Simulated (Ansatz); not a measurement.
# Cl on Rh(111): change of the work function

Wanted: Δφ(θ) for Cl/Rh(111), starting from the fcc site.

Program: Ansatz 0.2.0. Level of theory: plane-wave DFT, PBE, Ansatz PAW. Results are calculated unless marked as measured.

Report form: the programs' logs are mostly left out.

## Step 1: The structure

The cell holds 4 atoms: 4 Rh. Its edges and angles: a = 2.687 Å, b = 2.687 Å, c = 24.582 Å, α = 90.0°, β = 90.0°, γ = 60.0°. Vacuum lies along c.

## Step 2: The clean slab

The bare slab comes first, as the zero from which every change is counted. The two lowest layers are held at bulk places and the upper ones relax. The dipole correction removes the false field that a one-sided slab makes across the periodic vacuum, so each face gets a flat vacuum level of its own.

The input, input.yaml:

```yaml
crystal:
  lattice:
    - [2.6870057685, 0.0, 0.0]
    - [1.3435028843, 2.3270152556, 0.0]
    - [0.0, 0.0, 24.5817930688]
  atoms:
    - { symbol: Rh, position: [0.0, 0.0, 0.3661246344] }
    - { symbol: Rh, position: [0.3333333333, 0.3333333333, 0.4553748781] }
    - { symbol: Rh, position: [0.6666666667, 0.6666666667, 0.5446251219] }
    - { symbol: Rh, position: [0.0, 0.0, 0.6338753656] }
kpoints:
  mp_grid: { grid: [12, 12, 1] }
hamiltonian:
  xc: pbe
scf:
  occupations: { method: fermi_dirac, width: 0.1 }
  convergence: { dr2_threshold: 1.0e-08 }
efield:
  axis: 3
  dipole_correction: true
  ramp_position: 0.97
  ramp_width: 0.06
relax:
  f_tol: 0.02
  max_steps: 60
  constraints: [{ sites: [0, 1] }]
output:
  write_potential: true
  write_density: true
  volumetric_format: npy
```

Launch:

```bash
$ ansatz run input.yaml --threads 4 --pin off --max-ram 6144MiB --backend cpu --events-out ev --progress --plain --runs-dir out
```

Run time: 4.8 s. Hardware: 4 threads of Intel Xeon 6975P-C (Granite Rapids), shared host; peak memory 0.54 GiB.

Relaxation path:

| step | energy less that of the first step (eV) | largest force component (eV/Å) |
| --- | --- | --- |
| 1 | 0.0000 | 0.0350 |
| 2 | -0.0001 | 0.0224 |
| 3 | -0.0001 | 0.0004 |

Forces are held to the 6 operations that the run works with; a distortion that breaks them can't arise in this run.

Final coordinates:

```xyz
4
Lattice="2.6870 0.0000 0.0000 1.3435 2.3270 0.0000 0.0000 0.0000 24.5818" Properties=species:S:1:pos:R:3
Rh    0.0000    0.0000    9.0000
Rh    1.3435    0.7757   11.1939
Rh    2.6870    1.5513   13.3841
Rh    0.0000    0.0000   15.5738
```

This step gave:

```yaml
energy_at_zero_smearing: -25609.9437 eV
work_function_upper_face: 5.167 eV
dipole_along_the_normal: 6.11e-5 e·Å
```

Running mean over 2.194 Å of the planar mean; the ramp of the sawtooth is left out. Table of electron's electrostatic potential energy less the Fermi level by z:

| z (Å) | electron's electrostatic potential energy less the Fermi level (eV) |
| --- | --- |
| 3.5 | 5.17 |
| 4.0 | 5.17 |
| 4.5 | 5.17 |
| 5.0 | 5.16 |
| 5.5 | 5.15 |
| 6.0 | 5.10 |
| 6.5 | 4.90 |
| 7.0 | 4.16 |
| 7.5 | 0.989 |
| 8.0 | -5.57 |
| 8.5 | -11.0 |
| 9.0 | -12.7 |
| 9.5 | -13.0 |
| 10.0 | -13.1 |
| 10.5 | -13.1 |
| 11.0 | -13.2 |
| 11.5 | -13.3 |
| 12.0 | -13.3 |
| 12.5 | -13.3 |
| 13.0 | -13.3 |
| 13.5 | -13.2 |
| 14.0 | -13.2 |
| 14.5 | -13.1 |
| 15.0 | -13.0 |
| 15.5 | -12.8 |
| 16.0 | -11.5 |
| 16.5 | -6.58 |
| 17.0 | 0.143 |
| 17.5 | 3.93 |
| 18.0 | 4.85 |
| 18.5 | 5.08 |
| 19.0 | 5.14 |
| 19.5 | 5.16 |
| 20.0 | 5.17 |
| 20.5 | 5.17 |
| 21.0 | 5.17 |
| 21.5 | 5.17 |

The relaxation took 3 steps and lowered the energy by 1.3e-4 eV; the largest force on the free atoms ends at 4.0e-4 eV/Å.

The work function of the upper face is 5.17 eV.

## Step 3: Adsorbate added, k-mesh 6×6×1, coverage 0.25 ML

System of this step: Cl/Rh(111). The cell holds 17 atoms: 16 Rh and 1 Cl. Cell: a = 5.374 Å, b = 5.374 Å, c = 26.551 Å, α = 90.0°, β = 90.0°, γ = 60.0°. Vacuum lies along c.

The clean slab as it ended is repeated in the plane and the adsorbate is set on one face; the cell's size fixes the coverage, and the k-mesh shrinks with it to keep the sampling density about even. Adsorbate and upper layers relax, since the dipole depends on the height.

The input, input.yaml:

```yaml
crystal:
  lattice:
    - [5.374011537, -1.0e-10, 0.0]
    - [2.6870057685, 4.6540305112, 0.0]
    - [0.0, 0.0, 26.5510579004]
  atoms:
    - { symbol: Rh, position: [0.0, 0.0, 0.3389695444] }
    - { symbol: Rh, position: [0.1666666667, 0.1666666667, 0.4216001887] }
    - { symbol: Rh, position: [0.3333333333, 0.3333333333, 0.5040886906] }
    - { symbol: Rh, position: [0.0, 0.0, 0.586560825] }
    - { symbol: Rh, position: [0.0, 0.5, 0.3389695444] }
    - { symbol: Rh, position: [0.1666666667, 0.6666666667, 0.4216001887] }
    - { symbol: Rh, position: [0.3333333333, 0.8333333333, 0.5040886906] }
    - { symbol: Rh, position: [0.0, 0.5, 0.586560825] }
    - { symbol: Rh, position: [0.5, 0.0, 0.3389695444] }
    - { symbol: Rh, position: [0.6666666667, 0.1666666667, 0.4216001887] }
    - { symbol: Rh, position: [0.8333333333, 0.3333333333, 0.5040886906] }
    - { symbol: Rh, position: [0.5, 0.0, 0.586560825] }
    - { symbol: Rh, position: [0.5, 0.5, 0.3389695444] }
    - { symbol: Rh, position: [0.6666666667, 0.6666666667, 0.4216001887] }
    - { symbol: Rh, position: [0.8333333333, 0.8333333333, 0.5040886906] }
    - { symbol: Rh, position: [0.5, 0.5, 0.586560825] }
    - { symbol: Cl, position: [0.1666666667, 0.1666666667, 0.6610304556] }
kpoints:
  mp_grid: { grid: [6, 6, 1] }
hamiltonian:
  xc: pbe
scf:
  occupations: { method: fermi_dirac, width: 0.1 }
  convergence: { dr2_threshold: 1.0e-08 }
efield:
  axis: 3
  dipole_correction: true
  ramp_position: 0.97
  ramp_width: 0.06
relax:
  f_tol: 0.02
  max_steps: 60
  constraints: [{ sites: [0, 1, 4, 5, 8, 9, 12, 13] }]
output:
  dos: { projected: true, e_range: [-8, 4] }
  write_potential: true
  write_density: true
  volumetric_format: npy
  elf: true
```

Elapsed: 42 s, on 4 threads; peak memory 2.7 GiB; 2.7 min of CPU time.

This run has no spin polarisation although its electron count is odd.

Relaxation path:

| step | energy less that of the first step (eV) | largest force component (eV/Å) |
| --- | --- | --- |
| 1 | 0.0000 | 0.8092 |
| 2 | -0.0697 | 0.2732 |
| 3 | -0.0774 | 0.0338 |
| 4 | -0.0776 | 0.0126 |

The run keeps the 6 symmetry operations that it works with, so distortions that break them were not tested.

The atoms that moved most (Å):

| atom | dx | dy | dz | length |
| --- | --- | --- | --- | --- |
| Cl17 | 0.000 | 0.000 | -0.081 | 0.081 |
| Rh15 | 0.000 | 0.000 | 0.072 | 0.072 |
| Rh4 | -0.021 | -0.012 | 0.028 | 0.038 |
| Rh12 | 0.021 | -0.012 | 0.028 | 0.038 |
| Rh8 | 0.000 | 0.025 | 0.028 | 0.038 |
| Rh16 | 0.000 | 0.000 | -0.034 | 0.034 |
| Rh11 | 0.000 | 0.000 | -0.011 | 0.011 |
| Rh7 | 0.000 | 0.000 | -0.011 | 0.011 |

Final coordinates:

```cif
data_structure
_symmetry_space_group_name_H-M 'P 1'
_symmetry_Int_Tables_number 1
_cell_length_a 5.3740
_cell_length_b 5.3740
_cell_length_c 26.5511
_cell_angle_alpha 90.000
_cell_angle_beta 90.000
_cell_angle_gamma 60.000
_cell_volume 664.06
loop_
_atom_site_label
_atom_site_type_symbol
_atom_site_fract_x
_atom_site_fract_y
_atom_site_fract_z
_atom_site_occupancy
Rh1 Rh 0.00000 0.00000 0.33897 1
Rh2 Rh 0.16667 0.16667 0.42160 1
Rh3 Rh 0.33335 0.33335 0.50366 1
Rh4 Rh 0.99735 0.99735 0.58763 1
Rh5 Rh 0.00000 0.50000 0.33897 1
Rh6 Rh 0.16667 0.66667 0.42160 1
Rh7 Rh 0.33335 0.83330 0.50366 1
Rh8 Rh 0.99735 0.50531 0.58763 1
Rh9 Rh 0.50000 0.00000 0.33897 1
Rh10 Rh 0.66667 0.16667 0.42160 1
Rh11 Rh 0.83330 0.33335 0.50366 1
Rh12 Rh 0.50531 0.99735 0.58763 1
Rh13 Rh 0.50000 0.50000 0.33897 1
Rh14 Rh 0.66667 0.66667 0.42160 1
Rh15 Rh 0.83333 0.83333 0.50682 1
Rh16 Rh 0.50000 0.50000 0.58528 1
Cl17 Cl 0.16667 0.16667 0.65797 1
```

This step gave:

```yaml
energy_at_zero_smearing: -103521.1362 eV
work_function_upper_face: 5.018 eV
work_function_lower_face: 5.148 eV
dipole_along_the_normal: 0.01798 e·Å
step_between_the_vacuum_levels: -0.1301 eV
```

Running mean over 2.194 Å of the planar mean; the ramp of the sawtooth is left out. Table of electron's electrostatic potential energy less the Fermi level by z:

| z (Å) | electron's electrostatic potential energy less the Fermi level (eV) |
| --- | --- |
| 3.5 | 5.15 |
| 4.0 | 5.15 |
| 4.5 | 5.15 |
| 5.0 | 5.14 |
| 5.5 | 5.13 |
| 6.0 | 5.08 |
| 6.5 | 4.89 |
| 7.0 | 4.13 |
| 7.5 | 0.963 |
| 8.0 | -5.58 |
| 8.5 | -11.0 |
| 9.0 | -12.7 |
| 9.5 | -13.0 |
| 10.0 | -13.1 |
| 10.5 | -13.1 |
| 11.0 | -13.2 |
| 11.5 | -13.2 |
| 12.0 | -13.2 |
| 12.5 | -13.2 |
| 13.0 | -13.2 |
| 13.5 | -13.2 |
| 14.0 | -13.2 |
| 14.5 | -13.1 |
| 15.0 | -13.1 |
| 15.5 | -13.0 |
| 16.0 | -12.3 |
| 16.5 | -8.50 |
| 17.0 | -2.57 |
| 17.5 | 1.12 |
| 18.0 | 2.34 |
| 18.5 | 3.44 |
| 19.0 | 4.47 |
| 19.5 | 4.92 |
| 20.0 | 5.00 |
| 20.5 | 5.01 |
| 21.0 | 5.02 |
| 21.5 | 5.02 |
| 22.0 | 5.02 |
| 22.5 | 5.02 |
| 23.0 | 5.02 |

The density of states has structure finer than the step of the table below, so its rows give means over 0.5 eV, whole bins alone (the curve runs from -8 to 1.98 eV). Peaks (eV: height): -4.21: 45.3, -4.00: 53.2, -2.77: 51.3, -2.65: 51.2, -2.53: 44.1, -2.38: 73.4, 0.09: 50.0.

The density of states by energy, zero at the Fermi level; means over each step:

energy (eV), density of states (states/eV a cell) and a bar:
```
     -7.5        0.3 
     -7.0        1.0 #
     -6.5        2.5 ##
     -6.0        7.7 ######
     -5.5       23.6 ####################
     -5.0       25.6 ######################
     -4.5       21.4 ##################
     -4.0       23.1 ####################
     -3.5       18.4 ################
     -3.0       28.1 ########################
     -2.5       34.7 ##############################
     -2.0       22.5 ###################
     -1.5       23.6 ####################
     -1.0       23.3 ####################
     -0.5       27.0 #######################
      0.0       24.5 #####################
      0.5       31.1 ###########################
      1.0        7.4 ######
      1.5        4.5 ####
```

Projected DOS per atom over height of the atomic layer and energy from the Fermi level. Layers: Rh4 Rh4 Rh4 Rh4 Cl from below.

Values in states/eV, 22 rows by 5 columns, each cell a mean:
```
0.33 0.25 0.22 0.27 0.10
0.27 0.27 0.30 0.32 0.21
0.78 0.67 0.67 0.83 0.22
1.90 2.21 2.15 1.79 0.46
1.72 1.24 1.24 1.53 0.24
1.98 1.47 1.24 1.89 0.27
1.87 1.13 1.25 1.80 0.22
1.74 1.36 1.37 1.62 0.33
1.93 1.08 1.05 1.69 0.36
2.21 1.43 1.45 1.81 0.35
2.07 2.11 2.09 1.95 0.32
1.22 1.47 1.56 1.33 0.29
1.02 1.25 1.28 1.00 0.44
1.46 1.19 1.37 1.33 1.20
1.29 1.47 1.30 1.38 1.07
1.16 2.25 2.01 0.98 1.64
0.50 1.83 1.91 0.96 2.48
0.12 0.51 0.62 0.44 1.58
0.04 0.14 0.13 0.24 0.96
0.02 0.08 0.10 0.04 0.08
0.01 0.06 0.06 0.02 0.02
0.00 0.00 0.00 0.00 0.00
```
Columns: height of the atomic layer (Å) from 9 to 17.5 (not evenly spaced); rows upwards: energy from the Fermi level (eV) from -7.96 to 1.95.

ELF in the ca plane at fractional y = 0.167, with atoms of Rh and Cl within 0.2 Å of it. It is the smooth field of the valence electrons, not physical close to the nuclei.

Ten even steps from '0' (0.00) to '9' (0.89), each cell a mean:
```
34432222222234432234431357764200000000000000
34432222222234432234442112221000000000000000
23222235532223322222322100000000000000000000
22222368863222222222222210000000000000000000
33332378873233222222332210000000000000000000
22222367763222222222222110000000000000000000
33322234432223322223332110000000000000000000
34432222222234432234442123331000000000000000
34432222222234432233431368864200000000000000
23222235542223322222223799997410000000000000
22222368863222222222225877998520000000000000
33332378873232222222226854898520000000000000
22222368863222222222225888998520000000000000
33322234432223322223322799986310000000000000
```
Columns run along c (16.0 Å, from fractional 0.32 to 0.92 of the cell), rows up along a (5.4 Å). Atoms in or near the plane, at fractional coordinates: Rh at (0.42, 0.17), Rh at (0.42, 0.67), Cl at (0.66, 0.17).

Electrostatic potential energy in the ca plane at fractional y = 0.167, with atoms of Rh and Cl within 0.2 Å of it. With pseudopotentials it is smooth inside the atoms' cores, unlike the true potential.

Values in eV, 8 rows by 16 columns, each cell a mean:
```
-19  -3   2   3  -9 -15  -2 -19   4   7   9   9   9   9   9   9
 -3   2 -24 -17   0  -3   3  -3   7   9   9   9   9   9   9   9
  5   3 -46 -38   4   5   7   5   8   9   9   9   9   9   9   9
 -3   2 -25 -18   0  -1   3  -4   7   9   9   9   9   9   9   9
-19  -3   2   3  -9 -15  -2 -19   4   7   9   9   9   9   9   9
 -3   2 -24 -17   0  -2   4  -3  -6 -16   8   9   9   9   9   9
  5   3 -46 -38   4   5   7   4 -22 -42   5   9   9   9   9   9
 -3   2 -26 -19   1  -1   4  -3  -7 -17   7   9   9   9   9   9
```
Columns run along c (16.0 Å, from fractional 0.32 to 0.92 of the cell; values clipped at the 3rd and 97th percentile), rows up along a (5.4 Å). Atoms in or near the plane, at fractional coordinates: Rh at (0.42, 0.17), Rh at (0.42, 0.67), Cl at (0.66, 0.17).

Valence density in the ca plane at fractional y = 0.167, with atoms of Rh and Cl within 0.2 Å of it. It is the smooth field of the valence electrons, not physical close to the nuclei.

Ten steps, logarithmic in the rise over the least value, from '0' (0 e/Å³) to '9' (12 e/Å³), each cell a mean:
```
46543223322345543345542222210000000000000000
45542223332345543345542110000000000000000000
34432356653234432234432100000000000000000000
22222479974222222222221100000000000000000000
22222489985222221122221000000000000000000000
23322478874223322223321100000000000000000000
34432346643234432234432100000000000000000000
45543223322345543345542111000000000000000000
45542233332345543245542222210000000000000000
34432356653234432233433445431000000000000000
22222479974222222122223555542000000000000000
22222489985222221122223543542000000000000000
23322478874223322222223555542000000000000000
34432346643234432234433344421000000000000000
```
Columns run along c (16.0 Å, from fractional 0.32 to 0.92 of the cell), rows up along a (5.4 Å). Atoms in or near the plane, at fractional coordinates: Rh at (0.42, 0.17), Rh at (0.42, 0.67), Cl at (0.66, 0.17).

The relaxation took 4 steps and lowered the energy by 0.078 eV; the largest force on the free atoms ends at 0.013 eV/Å.

By hand: a sheet of dipoles makes a step −p/(ε₀A) in the electron's potential. With e/ε₀ = 180.95 V·Å, p = 0.01798 e·Å and A = 25.01 Å², that is −180.95 × (0.01798) / 25.01 = -0.130 eV, and the two vacuum levels of the run differ by -0.130 eV.

The covered face has 5.02 eV, -0.15 eV against the clean one; the bare back face has moved by -0.02 eV, a measure of how thin the slab is.

## Step 4: The covered slab, k-mesh 12×12×1, coverage 1 ML

System of this step: Cl/Rh(111). The cell holds 5 atoms: 4 Rh and 1 Cl. Cell: a = 2.687 Å, b = 2.687 Å, c = 26.551 Å, α = 90.0°, β = 90.0°, γ = 60.0°. Vacuum lies along c.

Another coverage, to see how the dipoles act on each other as their distance changes.

input.yaml, the sections that differ from step 3:

```yaml
crystal:
  lattice:
    - [2.6870057685, 0.0, 0.0]
    - [1.3435028843, 2.3270152556, 0.0]
    - [0.0, 0.0, 26.5510579004]
  atoms:
    - { symbol: Rh, position: [0.0, 0.0, 0.3389695444] }
    - { symbol: Rh, position: [0.3333333333, 0.3333333333, 0.4216001887] }
    - { symbol: Rh, position: [0.6666666667, 0.6666666667, 0.5040886906] }
    - { symbol: Rh, position: [0.0, 0.0, 0.586560825] }
    - { symbol: Cl, position: [0.3333333333, 0.3333333333, 0.6610304556] }
kpoints:
  mp_grid: { grid: [12, 12, 1] }
relax:
  f_tol: 0.02
  max_steps: 60
  constraints: [{ sites: [0, 1] }]
output:
  write_potential: true
  write_density: true
  volumetric_format: npy
# hamiltonian, scf, efield: as in step 3
```

Run time: 7.4 s. Hardware: 4 threads; peak memory 0.55 GiB; 27 s of CPU time.

Step by step:

| step | energy less that of the first step (eV) | largest force component (eV/Å) |
| --- | --- | --- |
| 1 | 0.0000 | 0.5688 |
| 2 | -0.0236 | 0.3835 |
| 3 | -0.0366 | 0.1067 |
| 4 | -0.0378 | 0.0092 |

Forces are held to the 6 operations that the run works with; a distortion that breaks them can't arise in this run.

The atoms that moved most (Å):

| atom | dx | dy | dz | length |
| --- | --- | --- | --- | --- |
| Cl5 | 0.000 | 0.000 | 0.159 | 0.159 |
| Rh3 | 0.000 | 0.000 | 0.019 | 0.019 |
| Rh4 | 0.000 | 0.000 | 0.018 | 0.018 |

Final coordinates:

```xyz
5
Lattice="2.6870 0.0000 0.0000 1.3435 2.3270 0.0000 0.0000 0.0000 26.5511" Properties=species:S:1:pos:R:3
Rh    0.0000    0.0000    9.0000
Rh    1.3435    0.7757   11.1939
Rh    2.6870    1.5513   13.4032
Rh    0.0000    0.0000   15.5915
Cl    1.3435    0.7757   17.7096
```

This step gave:

* energy at zero smearing: -26689.1534 eV
* work function, upper face: 5.109 eV
* work function, lower face: 5.151 eV
* dipole along the normal: 0.001437 e·Å
* step between the vacuum levels: -0.04158 eV

Running mean over 2.194 Å of the planar mean; the ramp of the sawtooth is left out. Electron's electrostatic potential energy less the Fermi level against z:

z (Å), electron's electrostatic potential energy less the Fermi level (eV) and a bar from the least value:
```
      3.5        5.2 ##############################
      4.0        5.2 ##############################
      4.5        5.1 ##############################
      5.0        5.1 ##############################
      5.5        5.1 ##############################
      6.0        5.1 ##############################
      6.5        4.9 ##############################
      7.0        4.1 ############################
      7.5        1.0 #######################
      8.0       -5.6 #############
      8.5      -11.0 ####
      9.0      -12.7 #
      9.5      -13.0 #
     10.0      -13.1 
     10.5      -13.1 
     11.0      -13.2 
     11.5      -13.2 
     12.0      -13.1 
     12.5      -13.1 
     13.0      -13.2 
     13.5      -13.3 
     14.0      -13.3 
     14.5      -13.3 
     15.0      -13.3 
     15.5      -13.3 
     16.0      -13.1 
     16.5      -11.6 ###
     17.0       -8.8 #######
     17.5       -6.6 ###########
     18.0       -5.4 #############
     18.5       -2.9 #################
     19.0        1.3 ########################
     19.5        4.2 ############################
     20.0        5.0 ##############################
     20.5        5.1 ##############################
     21.0        5.1 ##############################
     21.5        5.1 ##############################
     22.0        5.1 ##############################
     22.5        5.1 ##############################
     23.0        5.1 ##############################
```

The relaxation took 4 steps and lowered the energy by 0.038 eV; the largest force on the free atoms ends at 0.0092 eV/Å.

The covered face has 5.11 eV, -0.06 eV against the clean one; the bare back face has moved by -0.02 eV, a measure of how thin the slab is.

## Step 5: Work function against coverage

This step: plane-wave DFT, PBE, Ansatz PAW; work function against coverage (Ansatz 0.2.0).

The runs are now put side by side.

Numbers from this step:

```yaml
work_function_of_the_clean_face: 5.167 eV
largest_change_of_the_work_function: -0.1492 eV
```

The work function of the covered face by coverage:

| coverage (adsorbates/nm²) | work function of the covered face (eV) |
| --- | --- |
| 0.00 | 5.17 |
| 4.00 | 5.02 |
| 15.99 | 5.11 |

The dipole per adsorbate comes from the change of the cell's dipole. Coverage, by row:

| coverage (1/nm²) | coverage (ML) | work function (eV) | change (eV) | dipole per adsorbate, positive end outwards (debye) | mean height of the added atoms over the highest substrate atom (Å) |
| --- | --- | --- | --- | --- | --- |
| 3.998 | 0.25 | 5.018 | -0.1492 | 0.085 | 1.868 |
| 15.99 | 1 | 5.109 | -0.05818 | 0.007 | 2.118 |

## Step 6: What came out

```
work function of the clean face                        : 5.17 eV
work function at 0.25 ML                               : 5.02 eV
work function at 1 ML                                  : 5.11 eV
dipole per adsorbate at 0.25 ML, positive end outwards : 0.09 D
```

**Reading.** Cl changes the work function of Rh(111) by less than 0.15 eV at every coverage run, which is within the error of so thin a slab. At the highest coverage the adsorbates are pressed to about 2.7 Å, closer than unbonded atoms of this kind usually come, so a real layer may not reach it. The slab has 4 layers, at the tabulated experimental lattice constant, one starting site was run, and quantum-size effects of a slab this thin can reach one or two tenths of an eV.

[Logs are printed without paths, hosts, clocks, repeated set-up lines and the standing remarks that a program may print on its own settings, such as how far it seeks lower states.]

[Hosts, paths, dates, database ids (printed as entryN), source tags and the programs' standing remarks are cut or masked in the printed files.]

[Maps of the electrostatic potential energy from Ansatz leave out the sawtooth potential of an applied field or a dipole correction, so their vacuum need not be flat; planar profiles and work functions include it.]

[The density of states shown here was stored with 400 of the rows of the run's finer table, so its peaks can read low, often by over a quarter, or be missed, and its means over a window can be off by a tenth or more.]
